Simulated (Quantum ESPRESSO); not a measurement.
```
Magnetic state of FeSi from several starts
1.0
     4.48600    0.00000    0.00000
     0.00000    4.48600    0.00000
     0.00000    0.00000    4.48600
Fe Si
4 4
Direct
  0.86309 0.63691 0.36309
  0.63691 0.36309 0.86309
  0.36309 0.86309 0.63691
  0.13691 0.13691 0.13691
  0.15870 0.34130 0.65870
  0.34130 0.65870 0.15870
  0.65870 0.15870 0.34130
  0.84130 0.84130 0.84130
# method: PBEsol; plane waves with GBRV 1.5 PBEsol potentials, no spin-orbit coupling (and 1 further level or step)
# program: Quantum ESPRESSO 7.5
# settings of one run: GBRV 1.5 PBEsol, potential files Fe: fe_pbesol_v1.5.uspp.F.UPF, Si: si_pbesol_v1.uspp.F.UPF, cutoff 544.23 eV, 8×8×8 k-mesh, 58 bands, fermi-dirac occupations, smearing width 0.1 eV, collinear spin, SCF threshold 1.60e-8, mesh matched on, starting moments 2.8 2.8 2.8 2.8 0 0 0 0 μB
# cost: 2 runs, 14 min in all on 4 MPI ranks of Arm Neoverse V2, shared host (the runs of this entry)
# lowest state found: non-magnetic (from ferro ++++ and antiferro ++--)
# largest site moment: 0 μB
```

[Logs and program files are shortened in this print: banners, set-up blocks, solver, clock and traceback lines can be left out without a mark of their own.]

[Logs are printed without paths, hosts, clocks, repeated set-up lines and the standing remarks that a program may print on its own settings, such as how far it seeks lower states.]

[Hosts, paths, dates, database ids (printed as entryN), source tags and the programs' standing remarks are cut or masked in the printed files.]

[Where a cell is said to come from a database of computed structures, the database is the Materials Project.]
